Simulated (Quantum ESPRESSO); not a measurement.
# Fixed-spin-moment curve of MnS

Wanted: E(M) for MnS from a parallel start.

Method: PBE with U = 4 eV on Mn d (ortho-atomic projectors); plane waves with GBRV 1.5 PBE potentials, no spin-orbit coupling, in Quantum ESPRESSO 7.5.

The database entry behind the starting cell differs from later determinations by our own check (an axis about 0.2 % short against later determinations), so it need not match the best structure at ambient conditions.

## (1) The starting structure

It takes space group Fm-3m (No. 225, cubic). Conventional cell: a = 5.209 Å, b = 5.209 Å, c = 5.209 Å, α = 90.00°, β = 90.00°, γ = 90.00°. Nearest to Mn lie 6 S at 2.60 Å. S has 6 Mn at 2.60 Å nearest. Farther neighbours and most contacts between anions are not listed.

The cell comes from the Crystallography Open Database.

## (2) The free run

ASE passes magmoms on as starting_magnetization. pw.x reads values of 1 or more as Bohr magnetons; where all are smaller, it reads them as fractions of the valence charge.

pw.py

```python
from ase import Atoms
from ase.calculators.espresso import Espresso, EspressoProfile

atoms = Atoms(['Mn', 'S'],
    cell=[[0.0, 2.6045, 2.6045],
         [2.6045, 0.0, 2.6045],
         [2.6045, 2.6045, 0.0]],
    scaled_positions=[[0.0, 0.0, 0.0],
         [0.5, 0.5, 0.5]],
    pbc=True,
    magmoms=[4.5, 0.0])
input_data = {
    'control': {'calculation': 'scf', 'prefix': 'pwscf', 'outdir': './tmp', 'disk_io': 'nowf'},
    'system': {'ecutwfc': 40.0, 'ecutrho': 280.0, 'nbnd': 19, 'occupations': 'smearing', 'smearing': 'fd', 'degauss': 0.00734986, 'nspin': 2},
    'electrons': {'conv_thr': 4e-09, 'electron_maxstep': 150, 'mixing_beta': 0.3},
}
atoms.calc = Espresso(
    profile=EspressoProfile(command='mpirun -n 2 pw.x -nk 2', pseudo_dir='pseudo'),
    pseudopotentials={'S': 's_pbe_v1.4.uspp.F.UPF', 'Mn': 'mn_pbe_v1.5.uspp.F.UPF'},
    input_data=input_data,
    kpts=(8, 8, 8),
    koffset=(0, 0, 0),
    additional_cards=['HUBBARD {ortho-atomic}', 'U Mn-3d 4.0000'])
energy = atoms.get_potential_energy(force_consistent=True)
print(f'free energy: {energy:.6f} eV')
print('site moments (muB):', atoms.get_magnetic_moments().round(3))
```

Launch:

```console
$ OMP_NUM_THREADS=1 python3 pw.py > pw.log
```

Planned after this: moment fixed at 0 μB; moment fixed at 0.844 μB; moment fixed at 1.687 μB; all moments.

Q: Predict the energy at zero total moment.

At zero total moment the site moments vanish, so the 4564 meV a cell is the energy of forming them, the change of the Hubbard energy included. The points show one minimum alone. The free run has a whole-number moment, and the slope goes from -1274 to 1586 meV/μB between its neighbours: a kink, as where a spin channel has a gap, so no stiffness is given.

```
moment of the free run      : 5.00 μB a cell
energy at zero total moment : 4564 meV a cell over the lowest
```

The cell holds one seeded atom, so opposed orders, which may lie lower, cannot form in it. Energies are free energies at an electronic temperature of 1160 K, which lowers moments and differences where the moments are itinerant.

[Logs and program files are shortened in this print: banners, set-up blocks, solver, clock and traceback lines can be left out without a mark of their own.]

[Logs are printed without paths, hosts, clocks, repeated set-up lines and the standing remarks that a program may print on its own settings, such as how far it seeks lower states.]

[Hosts, paths, dates, database ids (printed as entryN), source tags and the programs' standing remarks are cut or masked in the printed files.]

[Where a cell is said to come from a database of computed structures, the database is the Materials Project.]
